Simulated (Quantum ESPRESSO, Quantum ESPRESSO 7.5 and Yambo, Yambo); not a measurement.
# A GW chain in Yambo: PbO (P4/nmm)

Wanted: ground state, empty states, screening and self-energy for PbO (P4/nmm).

Method: PBE and many-body steps on it, plane waves, in Quantum ESPRESSO 7.5 and Yambo 5.3.0.

Report form: the programs' logs are mostly left out.

The database entry behind the starting cell differs from later determinations by our own check (c about 1 % long), so it need not match the best structure at ambient conditions.

## 1. Set-up

Symmetry: P4/nmm, No. 129, tetragonal system. Conventional cell: a = 3.960 Å, b = 3.960 Å, c = 5.070 Å, α = 90.00°, β = 90.00°, γ = 90.00°. Nearest to Pb lie 4 O at 2.32 Å. O has 4 Pb at 2.32 Å nearest. Farther neighbours and most contacts between anions are not listed.

The cell and positions come from the Crystallography Open Database and are kept as given unless a step says otherwise.

## 2. Ground state

This step: Quantum ESPRESSO 7.5; DFT, PBE with spin-orbit coupling, plane waves, norm-conserving pseudopotentials.

The ground-state density comes first.

The input, pw.in:

```
&control
  calculation = 'scf'
  prefix = 'x'
  outdir = 'o'
  pseudo_dir = 'pseudo'
/
&system
  ibrav = 0
  nat = 4
  ntyp = 2
  ecutwfc = 76.0
  nbnd = 68
  force_symmorphic = .true.
  noncolin = .true.
  lspinorb = .true.
/
&electrons
  conv_thr = 1e-10
  electron_maxstep = 80
  mixing_beta = 0.5
/
ATOMIC_SPECIES
  Pb 207.2 Pb.upf
  O 15.999 O.upf
CELL_PARAMETERS angstrom
  3.9600000000 0.0000000000 0.0000000000
  0.0000000000 3.9600000000 0.0000000000
  0.0000000000 0.0000000000 5.0700000000
ATOMIC_POSITIONS crystal
  Pb 0.0000000000 0.5000000000 0.2385140000
  Pb 0.5000000000 0.0000000000 0.7614860000
  O 0.0000000000 0.0000000000 0.0000000000
  O 0.5000000000 0.5000000000 0.0000000000
K_POINTS automatic
  6 6 4 0 0 0
```

Started as:

```
$ OMP_NUM_THREADS=1 mpirun -n 8 pw.x -nk 8 -in pw.in > pw.out
```

Run time: 66 s. Hardware: 8 MPI ranks of Arm Neoverse V2, shared host; peak memory 1.6 GiB.

This step gave:

| Item | Value |
| --- | --- |
| total energy | -12328.4431 eV |
| gap | 1.105 eV |
| k of the valence top | 0, 0, 0 |
| k of the conduction bottom | -0.5, -0.5, 0 |
| least direct gap | 2.180 eV |

The gap is indirect, with the least direct gap 1.08 eV higher.

## 3. Bands along the symmetry lines

Levels along a band path, at the cheap level, show where the edges lie and whether the meshes to come will hold them.

The input, pw.in:

```
&control
  calculation = 'bands'
  prefix = 'x'
  outdir = 'o'
  pseudo_dir = 'pseudo'
/
&system
  ibrav = 0
  nat = 4
  ntyp = 2
  ecutwfc = 76.0
  nbnd = 68
  force_symmorphic = .true.
  noncolin = .true.
  lspinorb = .true.
/
&electrons
  conv_thr = 1e-9
  electron_maxstep = 80
  diago_full_acc = .true.
  diago_thr_init = 5e-6
/
ATOMIC_SPECIES
  Pb 207.2 Pb.upf
  O 15.999 O.upf
CELL_PARAMETERS angstrom
  3.9600000000 0.0000000000 0.0000000000
  0.0000000000 3.9600000000 0.0000000000
  0.0000000000 0.0000000000 5.0700000000
ATOMIC_POSITIONS crystal
  Pb 0.0000000000 0.5000000000 0.2385140000
  Pb 0.5000000000 0.0000000000 0.7614860000
  O 0.0000000000 0.0000000000 0.0000000000
  O 0.5000000000 0.5000000000 0.0000000000
K_POINTS crystal
  75
  0.00000000 0.00000000 0.00000000 1
  0.00000000 0.06250000 0.00000000 1
  0.00000000 0.12500000 0.00000000 1
  0.00000000 0.18750000 0.00000000 1
  0.00000000 0.25000000 0.00000000 1
  0.00000000 0.31250000 0.00000000 1
  0.00000000 0.37500000 0.00000000 1
  0.00000000 0.43750000 0.00000000 1
  0.00000000 0.50000000 0.00000000 1
  0.06250000 0.50000000 0.00000000 1
  0.12500000 0.50000000 0.00000000 1
  0.18750000 0.50000000 0.00000000 1
  0.25000000 0.50000000 0.00000000 1
  0.31250000 0.50000000 0.00000000 1
  0.37500000 0.50000000 0.00000000 1
  0.43750000 0.50000000 0.00000000 1
  0.50000000 0.50000000 0.00000000 1
  0.43750000 0.43750000 0.00000000 1
  0.37500000 0.37500000 0.00000000 1
  0.31250000 0.31250000 0.00000000 1
  0.25000000 0.25000000 0.00000000 1
  0.18750000 0.18750000 0.00000000 1
  0.12500000 0.12500000 0.00000000 1
  0.06250000 0.06250000 0.00000000 1
  0.00000000 0.00000000 0.00000000 1
  0.00000000 0.00000000 0.06250000 1
  0.00000000 0.00000000 0.12500000 1
  0.00000000 0.00000000 0.18750000 1
  0.00000000 0.00000000 0.25000000 1
  0.00000000 0.00000000 0.31250000 1
  0.00000000 0.00000000 0.37500000 1
  0.00000000 0.00000000 0.43750000 1
  0.00000000 0.00000000 0.50000000 1
  0.00000000 0.06250000 0.50000000 1
  0.00000000 0.12500000 0.50000000 1
  0.00000000 0.18750000 0.50000000 1
  0.00000000 0.25000000 0.50000000 1
  0.00000000 0.31250000 0.50000000 1
  0.00000000 0.37500000 0.50000000 1
  0.00000000 0.43750000 0.50000000 1
  0.00000000 0.50000000 0.50000000 1
  0.06250000 0.50000000 0.50000000 1
  0.12500000 0.50000000 0.50000000 1
  0.18750000 0.50000000 0.50000000 1
  0.25000000 0.50000000 0.50000000 1
  0.31250000 0.50000000 0.50000000 1
  0.37500000 0.50000000 0.50000000 1
  0.43750000 0.50000000 0.50000000 1
  0.50000000 0.50000000 0.50000000 1
  0.43750000 0.43750000 0.50000000 1
  0.37500000 0.37500000 0.50000000 1
  0.31250000 0.31250000 0.50000000 1
  0.25000000 0.25000000 0.50000000 1
  0.18750000 0.18750000 0.50000000 1
  0.12500000 0.12500000 0.50000000 1
  0.06250000 0.06250000 0.50000000 1
  0.00000000 0.00000000 0.50000000 1
  0.00000000 0.50000000 0.00000000 1
  0.00000000 0.50000000 0.06250000 1
  0.00000000 0.50000000 0.12500000 1
  0.00000000 0.50000000 0.18750000 1
  0.00000000 0.50000000 0.25000000 1
  0.00000000 0.50000000 0.31250000 1
  0.00000000 0.50000000 0.37500000 1
  0.00000000 0.50000000 0.43750000 1
  0.00000000 0.50000000 0.50000000 1
  0.50000000 0.50000000 0.00000000 1
  0.50000000 0.50000000 0.06250000 1
  0.50000000 0.50000000 0.12500000 1
  0.50000000 0.50000000 0.18750000 1
  0.50000000 0.50000000 0.25000000 1
  0.50000000 0.50000000 0.31250000 1
  0.50000000 0.50000000 0.37500000 1
  0.50000000 0.50000000 0.43750000 1
  0.50000000 0.50000000 0.50000000 1
```

Elapsed: 36 s, on 8 MPI ranks; peak memory 1.1 GiB.

Numbers from this step:

| Property | Result |
| --- | --- |
| gap | 1.105 eV |
| k of the valence top | 0, 0, 0 |
| k of the conduction bottom | 0.5, 0.5, 0 |
| least direct gap | 2.180 eV |

The gap is 1.105 eV, as in the run before at this level.

The electronic bands at the labelled points (eV, zero at the top of the highest filled band):

| point | band 53 | band 54 | band 55 | band 56 | band 57 | band 58 | band 59 | band 60 |
| --- | --- | --- | --- | --- | --- | --- | --- | --- |
| Γ | -1.60 | -1.60 | 0.00 | 0.00 | 2.24 | 2.24 | 4.35 | 4.35 |
| halfway | -2.00 | -2.00 | -0.28 | -0.28 | 3.16 | 3.16 | 3.54 | 3.54 |
| X | -1.75 | -1.75 | -1.75 | -1.75 | 3.22 | 3.22 | 3.22 | 3.22 |
| halfway | -1.58 | -1.58 | -1.42 | -1.42 | 2.37 | 2.37 | 2.41 | 2.41 |
| M | -1.08 | -1.08 | -1.08 | -1.08 | 1.10 | 1.10 | 1.10 | 1.10 |
| halfway | -1.31 | -1.31 | -0.58 | -0.58 | 2.88 | 2.88 | 3.22 | 3.22 |
| Γ | -1.60 | -1.60 | 0.00 | 0.00 | 2.24 | 2.24 | 4.35 | 4.35 |
| halfway | -1.61 | -1.61 | -0.45 | -0.45 | 1.95 | 1.95 | 3.87 | 3.87 |
| Z | -1.62 | -1.62 | -1.12 | -1.12 | 1.88 | 1.88 | 3.58 | 3.58 |
| halfway | -1.22 | -1.22 | -1.09 | -1.09 | 2.07 | 2.07 | 3.12 | 3.12 |
| R | -1.10 | -1.10 | -1.10 | -1.10 | 2.91 | 2.91 | 2.91 | 2.91 |
| halfway | -1.62 | -1.62 | -1.46 | -1.46 | 3.17 | 3.17 | 3.21 | 3.21 |
| A | -1.08 | -1.08 | -1.08 | -1.08 | 3.18 | 3.18 | 3.18 | 3.18 |
| halfway | -1.32 | -1.32 | -1.18 | -1.18 | 2.24 | 2.24 | 3.54 | 3.54 |
| Z | -1.62 | -1.62 | -1.12 | -1.12 | 1.88 | 1.88 | 3.58 | 3.58 |
| jump to X | -1.75 | -1.75 | -1.75 | -1.75 | 3.22 | 3.22 | 3.22 | 3.22 |
| halfway | -1.39 | -1.39 | -1.39 | -1.39 | 3.06 | 3.06 | 3.06 | 3.06 |
| R | -1.10 | -1.10 | -1.10 | -1.10 | 2.91 | 2.91 | 2.91 | 2.91 |
| jump to M | -1.08 | -1.08 | -1.08 | -1.08 | 1.10 | 1.10 | 1.10 | 1.10 |
| halfway | -1.08 | -1.08 | -1.08 | -1.08 | 1.88 | 1.88 | 1.88 | 1.88 |
| A | -1.08 | -1.08 | -1.08 | -1.08 | 3.18 | 3.18 | 3.18 | 3.18 |

## 4. Empty states on the mesh, 4×4×2 mesh, 326 bands

The sums over transitions need many empty states on a uniform mesh; this step solves for them.

The input, pw.in:

```
&control
  calculation = 'nscf'
  prefix = 'x'
  outdir = 'o'
  pseudo_dir = 'pseudo'
/
&system
  ibrav = 0
  nat = 4
  ntyp = 2
  ecutwfc = 76.0
  nbnd = 326
  force_symmorphic = .true.
  noncolin = .true.
  lspinorb = .true.
/
&electrons
  conv_thr = 1e-9
  electron_maxstep = 80
  diago_full_acc = .true.
  diago_thr_init = 5e-6
/
ATOMIC_SPECIES
  Pb 207.2 Pb.upf
  O 15.999 O.upf
CELL_PARAMETERS angstrom
  3.9600000000 0.0000000000 0.0000000000
  0.0000000000 3.9600000000 0.0000000000
  0.0000000000 0.0000000000 5.0700000000
ATOMIC_POSITIONS crystal
  Pb 0.0000000000 0.5000000000 0.2385140000
  Pb 0.5000000000 0.0000000000 0.7614860000
  O 0.0000000000 0.0000000000 0.0000000000
  O 0.5000000000 0.5000000000 0.0000000000
K_POINTS automatic
  4 4 2 0 0 0
```

Started as:

```
$ OMP_NUM_THREADS=1 mpirun -n 8 pw.x -nk 4 -in pw.in > pw.out
```

It took 81 s on 8 MPI ranks; peak memory 1.8 GiB.

Numbers from this step:

| Property | Result |
| --- | --- |
| gap | 1.105 eV |
| k of the valence top | 0, 0, 0 |
| k of the conduction bottom | -0.5, -0.5, 0 |
| least direct gap | 2.180 eV |
| k points computed | 12 |
| lowest point of the top converged band, above the valence top | 73.0400 eV |

On this mesh the gap is 1.105 eV.

## 5. Conversion and set-up

This step: Yambo 5.3.0; conversion and set-up on PBE with spin-orbit coupling, plane waves, norm-conserving pseudopotentials.

The states are converted to the many-body program's format and the q mesh is built.

Started as:

```
$ (cd o/x.save; p2y > p2y.log; mv SAVE ../..); yambo > setup.log
```

Run time: 3 s. Hardware: 1 MPI rank; peak memory 0.24 GiB.

## 6. Screening and self-energy, 4×4×2 mesh, 326 bands, screening to 156.5 eV

Now the one-shot GW correction: screening in the RPA, then the self-energy of the levels asked for.

This step: G0W0 on PBE with spin-orbit coupling, plane waves, norm-conserving pseudopotentials.

The input, gw4.in:

```
HF_and_locXC
gw0
dyson
ppa
em1d
rim_cut
RandQpts= 1000000
RandGvec= 1 RL
EXXRLvcs= 76 Ry
VXCRLvcs= 304 Ry
Chimod= "HARTREE"
% BndsRnXp
 1 | 326 |
%
NGsBlkXp= 11.5 Ry
% LongDrXp
 1 | 1 | 1 |
%
% GbndRnge
 1 | 326 |
%
DysSolver= "n"
ExtendOut
PPAPntXp= 27.21138 eV
% QPkrange
 1 | 1 | 53 | 60 |
 11 | 11 | 53 | 60 |
%
```

Started as:

```
$ OMP_NUM_THREADS=2 mpirun -n 4 yambo -F gw4.in -J gw4 -C gw4 > gw4.log
```

Run time: 9.4 min. Hardware: 4 MPI ranks; peak memory 6.1 GiB; 67 min of CPU time.

Numbers from this step:

```
G0W0 gap on the points computed              : 1.209 eV
starting gap on the mesh                     : 1.105 eV
k of the valence top                         : 0, 0, 0
k of the conduction bottom                   : -0.5, -0.5, 0
least direct G0W0 gap on the computed points : 2.155 eV
Z at the valence top                         : 0.7870
Z at the conduction bottom                   : 0.8332
```

The gap on the mesh goes from 1.10 eV to 1.21 eV, a correction of +0.10 eV.

Limits: finite bands, cutoff and mesh; coarse k mesh. v1 is the top filled band, c1 the lowest empty one. The levels before and after the correction (eV, zero at the valence-band top of each column):

|  | conduction bottom | valence top |
| --- | --- | --- |
| Kohn-Sham | 1.10 | 0.00 |
| G0W0 | 1.21 | 0.00 |

|  | level | energy (eV) |
| --- | --- | --- |
| Kohn-Sham | Γ v3 | -1.598 |
| Kohn-Sham | Γ v2-v1 | 0.000 |
| Kohn-Sham | Γ c1-c2 | 2.236 |
| Kohn-Sham | Γ c3 | 4.353 |
| Kohn-Sham | (-0.5 -0.5 0) v3-v1 | -1.076 |
| Kohn-Sham | (-0.5 -0.5 0) c1-c3 | 1.105 |
| G0W0 | Γ v3 | -1.571 |
| G0W0 | Γ v2-v1 | 0.000 |
| G0W0 | Γ c1-c2 | 2.666 |
| G0W0 | Γ c3 | 5.010 |
| G0W0 | (-0.5 -0.5 0) v3-v1 | -0.946 |
| G0W0 | (-0.5 -0.5 0) c1-c3 | 1.209 |

## 7. Where the time went

Times are wall times on the hardware named with each run, good to a factor of about two.

| step | time | share | memory (GiB) |
| --- | --- | --- | --- |
| ground state | 66 s | 9 % | 1.6 |
| bands along the symmetry lines | 36 s | 5 % | 1.1 |
| empty states on the mesh | 81 s | 11 % | 1.8 |
| conversion and set-up | 3 s | 0 % | 0.24 |
| screening and self-energy | 9.4 min | 75 % | 6.1 |

## 8. What came out

| Quantity | Value |
| --- | --- |
| PBE gap | 1.10 eV, indirect |
| G0W0 gap on the mesh | 1.21 eV |
| GW settings | 4×4×2 mesh, 326 bands, screening to 156.5 eV, Godby-Needs plasmon pole |
| known limits | not at the basis limit; coarse k mesh |

What this shows: G0W0 moves the gap on the mesh from 1.10 eV to 1.21 eV (+0.10 eV), with Z of 0.79 and 0.83 at the edges. Only 2 of the mesh's irreducible points were corrected, so a valley elsewhere could overtake. The dearest step here is «screening and self-energy». Bands and cutoff are finite, so the gap is not at the basis limit. The miss can reach some tenths of an eV and take either sign; the mesh is an error of its own. In the G0W0 run levels were corrected at 2 k points alone, so a gap called «on the mesh» is the least over those, and an edge elsewhere would be missed. The 4×4×2 mesh is coarse for this cell, which bears on the long-range parts of exchange and screening.

[Paths, hosts, dates, memory and timing lines, banners, echoed tables and standing remarks are left out of the program output.]

[Logs are printed without paths, hosts, clocks, repeated set-up lines and the standing remarks that a program may print on its own settings, such as how far it seeks lower states.]

[Runs of the session that timed out or met a known fault of the program may be left out.]

[Hosts, paths, dates, database ids (printed as entryN), source tags and the programs' standing remarks are cut or masked in the printed files.]
